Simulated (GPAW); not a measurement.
## Optical response of Zn

Aim: the dielectric function of Zn, and the optical constants that follow from it. The cell comes from an older database entry, whose edges can differ from later determinations, mostly by under a per cent.

Main program and level: GPAW 26.7.0; DFT, PBE, plane-wave PAW (GPAW data sets), scalar-relativistic, RPA, optical limit.

The database entry behind the starting cell differs from later determinations by our own check (about 0.3 % long), so it need not match the best structure at ambient conditions.

## Step 1: The structure

The structure is hexagonal, space group P6_3/mmc (No. 194). The conventional cell has a = 2.670 Å, b = 2.670 Å, c = 4.966 Å, α = 90.00°, β = 90.00°, γ = 120.00°. Nearest to Zn lie 12 Zn at 2.67 to 2.92 Å.

## Step 2: Ground state

The self-consistent density comes first; it also tells whether there is a gap, which decides the occupations and the need for a Drude term.

This step: DFT, PBE, plane-wave PAW (GPAW data sets), scalar-relativistic, ground state (GPAW 26.7.0).

The input, gs.py:

```python
from ase import Atoms
from ase.dft.bandgap import bandgap
from gpaw import GPAW, PW, FermiDirac

atoms = Atoms(['Zn', 'Zn'],
              cell=[[2.670000000000, 0.000000000000, 0.000000000000],
                    [-1.335000000000, 2.312287828100, 0.000000000000],
                    [0.000000000000, 0.000000000000, 4.966000000000]],
              scaled_positions=[[0.666666666700, 0.333333333300, 0.750000000000],
                                [0.333333333300, 0.666666666700, 0.250000000000]],
              pbc=[True, True, True])
atoms.calc = GPAW(mode=PW(500), xc='PBE', kpts={'size': (12, 12, 5), 'gamma': True},
                  occupations=FermiDirac(0.05), maxiter=150, txt='gs.txt')
print('energy (eV)', atoms.get_potential_energy())
print('Fermi level (eV)', atoms.calc.get_fermi_level())
print('valence electrons', atoms.calc.get_number_of_electrons())
print('gap (eV)', bandgap(atoms.calc, output=None)[0])
print('direct gap (eV)', bandgap(atoms.calc, direct=True, output=None)[0])
atoms.calc.write('gs.gpw')
```

Started as:

```
OMP_NUM_THREADS=1 python gs.py
```

Numbers of over 12 decimals in the logs are rounded to 6 here.

The program printed:

```text
__  _  _
 | _ |_)|_||  |
 |__||  | ||/\| - 26.7.0

Versions:
  Python: 3.12.14
  ASE:    3.29.0
  Numpy:  2.5.5
  Scipy:  1.18.1
  Libxc:  7.0.0

Input parameters:
  mode=PW(ecut=500.0),
  kpts=MonkhorstPack(size=(12, 12, 5), gamma=True),
  maxiter=150,
  occupations=Occupations(name='fermi-dirac', width=0.05, fixmagmom=False),
  xc=XC(name='PBE')

Diagonalizing LCAO Hamiltonian
Converting LCAO to pw mode

          Zn

        Zn

Atoms  # Å, Bohr magnetons
|   | symbol |         x |        y |        z |    initial magnetic moments |
| 0 |     Zn |  1.335000 | 0.770763 | 3.724500 | ( 0.0000,  0.0000,  0.0000) |
| 1 |     Zn | -0.000000 | 1.541525 | 1.241500 | ( 0.0000,  0.0000,  0.0000) |

Unit cell  # Å
| periodic |         x |        y |        z |  lengths |     angles |
|      yes |  2.670000 | 0.000000 | 0.000000 | 2.670000 |  90.000000 |
|      yes | -1.335000 | 2.312288 | 0.000000 | 2.670000 |  90.000000 |
|      yes |  0.000000 | 0.000000 | 4.966000 | 4.966000 | 120.000000 |

Number of symmetries: 12
Symmetry operations  # r_c * U_cc + t_c -> r_c
|    | kind |            matrix            |
|  0 |  σ   |  1, 1, 0,  0,-1, 0,  0, 0, 1 |
|  1 |  S6  |  1, 1, 0, -1, 0, 0,  0, 0,-1 |
|  2 |  E   |  1, 0, 0,  0, 1, 0,  0, 0, 1 |
|  3 |  C2  |  1, 0, 0, -1,-1, 0,  0, 0,-1 |
|  4 |  C2  |  0, 1, 0,  1, 0, 0,  0, 0,-1 |
|  5 |  C3  |  0, 1, 0, -1,-1, 0,  0, 0, 1 |
|  6 |  S6  |  0,-1, 0,  1, 1, 0,  0, 0,-1 |
|  7 |  σ   |  0,-1, 0, -1, 0, 0,  0, 0, 1 |
|  8 |  σ   | -1, 0, 0,  1, 1, 0,  0, 0, 1 |
|  9 |  i   | -1, 0, 0,  0,-1, 0,  0, 0,-1 |
| 10 |  C3  | -1,-1, 0,  1, 0, 0,  0, 0, 1 |
| 11 |  C2  | -1,-1, 0,  0, 1, 0,  0, 0,-1 |

BZ-sampling:
  Number of BZ points: 720
  Number of IBZ points: 81

  Monkhorst-Pack size: [12, 12, 5]
  Monkhorst-Pack shift: [0.041667, 0.041667, 0.0]

K-points  # in reciprocal-cell coordinates
|     |                                coordinates |     weight |
|   0 | ( -0.00000000,  -0.00000000,   0.00000000) | 0.00138889 |
|   1 | ( -0.00000000,  -0.00000000,   0.20000000) | 0.00277778 |
|   2 | ( -0.00000000,  -0.00000000,   0.40000000) | 0.00277778 |
|   3 | (  0.08333333,  -0.00000000,  -0.40000000) | 0.00833333 |
|   4 | (  0.08333333,  -0.00000000,  -0.20000000) | 0.00833333 |
|   5 | (  0.08333333,  -0.00000000,   0.00000000) | 0.00833333 |
|   6 | (  0.08333333,  -0.00000000,   0.20000000) | 0.00833333 |
|   7 | (  0.08333333,  -0.00000000,   0.40000000) | 0.00833333 |
|   8 | (  0.16666667,  -0.08333333,   0.00000000) | 0.00833333 |
|   9 | (  0.16666667,  -0.08333333,   0.20000000) | 0.01666667 |
| ... |                                            |            |
|  80 | (  0.50000000,   0.50000000,   0.40000000) | 0.00833333 |

Plane wave coefficients: 798
Cutoff: 500.0 eV

Spin-components: 1 (collinear spins)
Bands:           18
Projectors:      12
Spin-degeneracy: 2
Datatype:        complex128

Parallelization:
  kpt:    1
  domain: 1
  band:   1

Density:
  Valence electrons: 24.0
  Components: 1
  Grid points: [14 14 27]
  Charge: 0.0  # |e|

Potential:
  Grid points: [14 14 27]

species:
  Zn:
    name:    Zinc
    id:
    Z:       30.0
    valence: 12
    core:    18
    charge:  0.0  # [|e|]
    compensation charges:
      type: gauss
      rc: 0.37  # [Å]
      lmax: 2
    cutoffs:
      filter: 2.14  # [Å]
      core: 2.28  # [Å]
    projectors
    | kind |    occ | energy [eV] | rcut [Å] |
    |   4s |  2.000 |      -5.977 |    1.286 |
    |   4p |  0.000 |      -1.117 |    1.270 |
    |   3d | 10.000 |     -10.142 |    1.180 |
    |    s |        |      21.234 |    1.286 |
    |    p |        |      26.095 |    1.270 |
    |    d |        |      17.070 |    1.180 |

    Using partial waves for Zn as LCAO basis

Reference energy: -97722.653306  # eV

eigensolver:
  PPCG
  Converge bands: occupied
  niter=2

density mixing:
  MSR1-Mixer
  Pratt-step length: 0.05
  Maximum mixing coefficient: 0.75
  Old densities: 10
  SVD Regularization: 0.005
  Good broyden scale: 1.0
  Trust region scale: 1.0
  Backstep threshold: 4.0
  History deletion threshold: 6.0
  Fourier metric: weight=20.0, sigma=0.015

occupation numbers:
  Fermi-Dirac:
    width: 0.0500  # eV

poisson solver:
  ecut: 4000.0  # eV

xc functional:
  name: PBE with 2 nearest neighbor stencil

convergence criteria:
- Maximum [total energy] change in last 3 cyles: 0.0005 eV / valence electron
- Maximum integral of absolute [dens]ity change: 0.0001 electrons / valence electron
- Maximum integral of absolute [eigenst]ate change: 4e-08 eV^2 / valence electron
maximum number of iterations: 150

SCF iterations
|iter     |      energy | eigst |  dens |
|iter:   1||   -2.511582 | +0.21 |       |
|iter:   2||   -2.462904 | -2.36 | -1.40 |
|iter:   3||   -2.348464 | -1.60 | -1.45 |
|iter:   4||   -2.353317 | -3.07 | -1.89 |
|iter:   5||   -2.354451c| -3.10 | -2.26 |
|iter:   6||   -2.354523c| -4.77 | -3.60 |
|iter:   7||   -2.354540c| -5.72 | -3.76 |
|iter:   8||   -2.354540c| -7.24 | -4.41c|
|iter:   9||   -2.354540c| -7.82c| -4.82c|

Converged in 9 steps
SCF loop duration: 17.243 s (1.916 s/step)
Energy contributions relative to reference atoms: (reference = -97722.653306)

Energy contributions:
  Kinetic:          -3.426414
  Coulomb:           6.462401
  Zero:             -0.048029
  External:          0.000000
  Xc:               -5.340658
  Entropy:          -0.003680
  Spinorbit:         0.000000
  ----------------------------
  Free energy:      -2.356380
  Extrapolated:     -2.354540

dipole moment: (-0.000000, -0.000000, -0.000000)  # |e|*Ang

Fermi level: 6.636
Eigenvalues  # (at kpt = [-0.000, -0.000, 0.000])
| band index |      eig [eV] | occ [0-2] |
|          0 |        -3.749 |     2.000 |
|        ... |               |           |
|          5 |        -0.997 |     2.000 |
|          6 |        -0.997 |     2.000 |
|          7 |        -0.675 |     2.000 |
|          8 |        -0.675 |     2.000 |
|          9 |        -0.472 |     2.000 |
|         10 |        -0.472 |     2.000 |
|         11 |         2.976 |     2.000 |
|         12 |         3.528 |     2.000 |
|         13 |        20.010 |     0.000 |
|         14 |        23.537 |     0.000 |
|         15 |        23.890 |     0.000 |
|         16 |        23.890 |     0.000 |
|         17 |        25.483 |     0.000 |

No gap
No difference between direct/indirect transitions

--- standard output ---
energy (eV) -2.354540
Fermi level (eV) 6.636378
valence electrons 24.0
gap (eV) 0.0
direct gap (eV) 0.0
```

Elapsed: 19 s, on 1 thread of Arm Neoverse V1, shared host; peak memory 0.15 GiB.

Read-outs, printed or worked out from the files:

- energy: -2.355 eV
- Fermi energy: 6.636 eV
- electrons: 24

There are states at the Fermi level within the smearing, so the occupations stay smeared and the carriers get a Drude term.

## Step 3: Bands for the response

The response needs many more empty bands than the density does.

This step: DFT, PBE, plane-wave PAW (GPAW data sets), scalar-relativistic, bands at fixed density (GPAW 26.7.0).

The input, nscf.py:

```python
from ase.dft.bandgap import bandgap
from gpaw import GPAW, FermiDirac

calc = GPAW('gs.gpw').fixed_density(kpts={'size': (21, 21, 9), 'gamma': True}, nbands=35, convergence={'bands': 29},
                                    occupations=FermiDirac(0.05), txt='nscf.txt')
print('gap (eV)', bandgap(calc, output=None)[0])
print('direct gap (eV)', bandgap(calc, direct=True, output=None)[0])
print('top band over the Fermi level (eV)', min(calc.get_eigenvalues(kpt=k)[28] for k in range(len(calc.get_ibz_k_points()))) - calc.get_fermi_level())
calc.write('full.gpw', mode='all')
```

Started as:

```
OMP_NUM_THREADS=1 python nscf.py
```

The program printed:

```text
Diagonalizing LCAO Hamiltonian
Converting LCAO to pw mode
convergence criteria:
- Maximum integral of absolute [eigenst]ate change: 4e-08 eV^2 / valence electron
maximum number of iterations: 150

SCF iterations
|iter     |      energy | eigst |  dens |
|iter:   1||             | +3.04 |       |
|iter:   2||             | +1.61 |       |
|iter:   3||             | +0.50 |       |
|iter:   4||             | -0.79 |       |
|iter:   5||             | -1.92 |       |
|iter:   6||             | -2.98 |       |
|iter:   7||             | -3.60 |       |
|iter:   8||             | -4.26 |       |
|iter:   9||             | -4.90 |       |
|iter:  10||             | -5.44 |       |
|iter:  11||             | -5.95 |       |
|iter:  12||             | -6.31 |       |
|iter:  13||             | -6.91 |       |
|iter:  14||             | -7.29 |       |
|iter:  15||             | -7.70c|       |
SCF steps: 15
  __  _  _
 | _ |_)|_||  |
 |__||  | ||/\| - 26.7.0

Versions:
  Python: 3.12.14
  ASE:    3.29.0
  Numpy:  2.5.5
  Scipy:  1.18.1
  Libxc:  7.0.0

Input parameters:
  mode=PW(ecut=500.0),
  convergence={'bands': 29},
  gpts=array([14, 14, 27]),
  kpts=MonkhorstPack(size=(21, 21, 9), gamma=True),
  maxiter=150,
  nbands=35,
  occupations=Occupations(name='fermi-dirac', width=0.05, fixmagmom=False),
  parallel={},
  xc=XC(name='PBE')

--- standard output ---
gap (eV) 0.0
direct gap (eV) 0.0
top band over the Fermi level (eV) 25.296578
```

Wall time 3.8 min (1 thread); peak memory 0.36 GiB.

## Step 4: Dielectric function, RPA

Transitions between filled and empty bands, summed over the zone, give the optical response, so mesh, band count and broadening shape it.

The induced potential is part of this response.

This step: DFT, PBE, plane-wave PAW (GPAW data sets), scalar-relativistic, RPA, optical limit (GPAW 26.7.0).

The input, df.py:

```python
from gpaw.response.df import DielectricFunction

df = DielectricFunction('full.gpw', frequencies={'type': 'nonlinear', 'domega0': 0.03, 'omega2': 8},
                        ecut=50,
                        eta=0.15,
                        nbands=29,
                        rate=0.05,
                        txt='df.txt')
for direction in ['x', 'z']:
    df.get_dielectric_function(xc='RPA', direction=direction, filename=f'df_{direction}.csv')
```

Started as:

```
OMP_NUM_THREADS=1 python df.py
```

The program printed:

```text
Using integrator: PointIntegrator
NonLinearFrequencyDescriptor(from 0.000 to 48.339 eV, 461 points)
Nonperiodic BCs:  [False False False]
Using integrator: PointIntegrator
NonLinearFrequencyDescriptor(from 0.000 to 48.339 eV, 461 points)
Nonperiodic BCs:  [False False False]
Using integrator: PointIntegrator

Calculating chi0 body with:
    Ground state adapter containing:
    Number of spins: 1
    Number of kpoints: 3969
    Number of irreducible kpoints: 388
    Number of completely occupied states: 10
    Number of partially occupied states: 14

    Linear response parametrization:
    q_c: [0.0, 0.0, 0.0]
    Number of frequency points: 461
    Planewave cutoff: 50.0
    Number of bands: 29
    Number of planewaves: 23
    Broadening (eta): 0.15

Integrating chi0 body.

Symmetries of q_c:
    Direct symmetries (Uq -> q): 12
    Indirect symmetries (TUq -> q): 0
In total 12 allowed symmetries.

388 groups of equivalent kpoints. 90.224238% reduction.

Integral kind: spectral function

Calculating chi0 optical extensions with:
    Ground state adapter containing:
    Number of spins: 1
    Number of kpoints: 3969
    Number of irreducible kpoints: 388
    Number of completely occupied states: 10
    Number of partially occupied states: 14

    Linear response parametrization:
    Number of frequency points: 461
    Planewave cutoff: 50.0
    Number of bands: 29
    Number of planewaves: 23
    Broadening (eta): 0.15
Integrating chi0 head and wings.

Symmetries of q_c:
    Direct symmetries (Uq -> q): 12
    Indirect symmetries (TUq -> q): 0
In total 12 allowed symmetries.

388 groups of equivalent kpoints. 90.224238% reduction.

Integral kind: spectral function wings

Calculating drude chi0 with:
    Number of frequency points:461
    Plasma frequency decay rate: 0.05 eV

    Ground state adapter containing:
    Number of spins: 1
    Number of kpoints: 3969
    Number of irreducible kpoints: 388
    Number of completely occupied states: 10
    Number of partially occupied states: 14

Symmetries of q_c:
    Direct symmetries (Uq -> q): 12
    Indirect symmetries (TUq -> q): 0
In total 12 allowed symmetries.

388 groups of equivalent kpoints. 90.224238% reduction.

Integral kind: intraband
Plasma frequency:
[[ 9.3 -0.j  0.  +0.j  0.  +0.j]
 [ 0.  +0.j  9.3 -0.j  0.  -0.j]
 [ 0.  +0.j  0.  +0.j 13.08+0.j]]
```

The job ended after 35 s (1 thread; peak memory 0.22 GiB).

Some rows of df_x.csv (energy; Re and Im without local fields; Re and Im with them):

```text
0.000000, 34854.879884, -0.000000, 34853.562666, -0.000000
0.460735, -384.495451, 115.035089, -385.694356, 114.943543
0.943989, -49.594520, 24.582735, -51.636075, 23.869797
1.451455, -16.785146, 89.407909, -14.421406, 85.441721
1.984998, -52.764509, 42.525559, -51.375261, 43.168522
2.546682, -32.828953, 20.319465, -31.885725, 21.040285
3.138794, -23.615390, 5.118223, -23.683775, 5.362355
3.763875, -14.046692, 5.130808, -13.774822, 5.390164
4.424758, -10.378813, 1.337204, -10.447266, 1.412541
5.124608, -7.121301, 1.891550, -7.074508, 2.104079
5.866977, -4.879193, 0.618574, -4.910965, 0.662395
6.655862, -3.459170, 0.550963, -3.555283, 0.631285
7.495775, -1.955143, 0.763492, -1.990093, 0.782928
8.391833, -1.455820, 0.879349, -1.499067, 0.877345
9.349861, -1.124413, 0.911544, -1.174693, 0.909350
10.376517, -0.778893, 0.872236, -0.805166, 0.872450
11.479449, -0.600246, 0.635910, -0.616259, 0.628755
12.667487, -0.260950, 0.520072, -0.278124, 0.507112
13.950874, -0.073288, 0.495677, -0.085720, 0.479731
```

The Im ε has structure finer than the step of the table below, so its rows give means over 0.5 eV, whole bins alone (the curve runs from 0.305 to 14.0 eV). Peaks (eV: height): E ∥ x 1.42: 86.0; E ∥ z 1.21: 100.0.

Sum at mesh points, not converged in k. Table of Im ε by photon energy; means over each step:

```csv
photon energy (eV),E ∥ x,E ∥ z
1.0,30.4,67.8
1.5,77.4,64.8
2.0,43.2,22.4
2.5,21.1,11.5
3.0,9.16,10.3
3.5,4.63,4.37
4.0,4.08,2.35
4.5,1.44,1.07
5.0,1.82,1.10
5.5,1.03,0.997
6.0,0.699,0.732
6.5,0.805,0.567
7.0,0.531,0.448
7.5,0.797,0.651
8.0,0.889,0.694
8.5,0.862,0.753
9.0,0.968,0.843
9.5,0.875,0.785
10.0,0.847,0.767
10.5,0.851,0.755
11.0,0.744,0.726
11.5,0.641,0.618
12.0,0.566,0.582
12.5,0.513,0.489
13.0,0.521,0.452
13.5,0.525,0.494
```

Values under 1 per cm are given as 1; sum at mesh points, not converged in k. Absorption coefficient against photon energy:

```csv
photon energy (eV),E ∥ x (1/cm),E ∥ z (1/cm)
0.492,9.2e5,1.3e6
1.010,6.3e5,1.0e6
1.486,1.1e6,1.6e6
1.985,1.5e6,1.6e6
2.508,1.5e6,1.6e6
3.018,1.6e6,1.6e6
3.510,1.4e6,1.7e6
3.980,1.5e6,1.7e6
4.516,1.4e6,1.6e6
4.981,1.4e6,1.5e6
5.515,1.4e6,1.5e6
6.021,1.3e6,1.5e6
6.494,1.3e6,1.5e6
6.985,1.2e6,1.4e6
7.496,1.1e6,1.3e6
8.026,1.1e6,1.3e6
8.516,1.1e6,1.3e6
9.023,1.1e6,1.3e6
9.483,1.1e6,1.3e6
10.026,1.0e6,1.2e6
10.519,1.1e6,1.2e6
11.029,1.1e6,1.2e6
11.479,1.0e6,1.2e6
12.023,9.5e5,1.2e6
12.504,8.7e5,1.1e6
13.000,8.2e5,1.0e6
13.512,8.1e5,9.6e5
```

Sum at mesh points, not converged in k. The reflectivity at normal incidence by photon energy; read off at these points:

```csv
photon energy (eV),E ∥ x (%),E ∥ z (%)
0.50,97.1,98.3
1.00,84.2,90.3
1.50,76.7,90.3
2.00,85.0,92.7
2.50,83.0,91.2
3.00,90.2,86.3
3.18,91.8,89.6
3.50,88.2,93.4
4.00,86.8,93.6
4.42,92.7,95.6
4.50,92.5,95.7
5.00,83.7,92.6
5.50,90.1,91.9
5.77,90.8,90.5
6.00,89.2,92.7
6.50,82.4,91.4
6.76,87.7,92.1
7.00,84.5,91.0
7.50,70.3,82.6
8.00,65.8,79.2
8.50,59.3,72.7
9.00,50.0,65.8
9.50,51.5,64.9
10.00,45.8,59.3
10.50,43.3,56.1
11.00,44.0,54.7
11.50,43.9,57.0
12.00,42.2,52.4
12.50,36.9,53.0
13.00,29.9,48.1
13.50,26.9,38.7
```

Sum at mesh points, not converged in k. Table of loss function −Im 1/ε at q → 0 by energy loss; read off at these points:

```csv
energy loss (eV),E ∥ x,E ∥ z
0.5,8.0e-4,3.5e-4
1.0,0.0127,0.00466
1.5,0.0114,0.00461
2.0,0.00959,0.00465
2.5,0.0146,0.00743
3.0,0.00981,0.0137
3.5,0.0161,0.00751
4.0,0.0193,0.00851
4.5,0.0136,0.00678
5.0,0.0370,0.0141
5.5,0.0241,0.0178
6.0,0.0324,0.0178
6.5,0.0614,0.0245
7.0,0.0681,0.0301
7.5,0.172,0.0713
8.0,0.212,0.0973
8.5,0.302,0.154
9.0,0.413,0.214
9.5,0.438,0.241
10.0,0.559,0.323
10.5,0.613,0.391
11.0,0.685,0.436
11.5,0.824,0.468
12.0,1.01,0.598
12.5,1.37,0.720
13.0,1.65,0.996
13.5,1.73,1.31
```

Sum at mesh points, not converged in k. Im ε, E ∥ x against photon energy; read off at these points:

```csv
photon energy (eV),without local fields,with local fields
0.50,91.7,91.5
1.00,25.5,24.5
1.42,90.5,85.9
1.50,85.8,82.5
2.00,40.7,41.3
2.50,21.4,22.0
3.00,7.78,8.28
3.50,4.35,4.47
4.00,3.89,4.32
4.50,1.26,1.33
5.00,1.84,1.96
5.50,0.867,0.947
6.00,0.624,0.673
6.50,0.785,0.910
7.00,0.504,0.526
7.50,0.766,0.786
8.00,0.844,0.863
8.50,0.863,0.862
9.00,0.984,0.996
9.50,0.873,0.862
10.00,0.868,0.859
10.50,0.871,0.867
11.00,0.764,0.749
11.50,0.634,0.628
12.00,0.567,0.558
12.50,0.522,0.509
13.00,0.534,0.523
13.50,0.550,0.534
```

At chosen wavelengths:

```csv
wavelength (nm),n x,k x,R (%) x,1/α x,n z,k z,R (%) z,1/α z
800,5.43,7.358,77.2,8.7 nm,2.68,10.024,90.6,6.4 nm
633,3.00,7.770,84.3,6.5 nm,1.42,8.268,92.3,6.1 nm
532,1.89,6.153,83.7,6.9 nm,0.96,6.658,92.0,6.4 nm
450,1.41,5.729,85.4,6.3 nm,0.90,5.566,89.6,6.4 nm
365,0.52,4.226,89.6,6.9 nm,0.48,4.962,92.8,5.9 nm
308,0.52,3.809,87.6,6.4 nm,0.28,4.071,93.9,6.0 nm
193,0.24,1.949,81.7,7.9 nm,0.13,2.243,91.5,6.8 nm
```

In reflection the computed colour is near white: x = 0.314, y = 0.330, luminous reflectivity 88 %.

## Step 5: Outcome

At this level (PBE, RPA) Zn is a metal. The mesh is too coarse to trust the carriers' weight, the reflectivity or the colour to better than tens of per cent. In reflection the computed colour is near white: x = 0.314, y = 0.330, luminous reflectivity 88 %. The carriers' damping of 0.05 eV is typed, not computed; it shapes the response at the lowest energies. In this version of GPAW the matrix elements of the optical limit are incomplete, which can lower ε − 1 by up to a tenth where first-row anions or d states rule, and shift it by more in d metals. GPAW's carrier term has the form −ωp²/(ω + i·rate)², which damps like twice the rate and fails at low energy, so the curves leave the lowest energies out. The sum runs over mesh points 0.14 Å⁻¹ apart with no interpolation, so peaks are partly noise of the mesh, and the Drude plasma energy, a sum over the Fermi surface, isn't converged.

[Machine, clock and banner lines and Python warnings are left out of the logs.]

[Logs are printed without paths, hosts, clocks, repeated set-up lines and the standing remarks that a program may print on its own settings, such as how far it seeks lower states.]

[Hosts, paths, dates, database ids (printed as entryN), source tags and the programs' standing remarks are cut or masked in the printed files.]
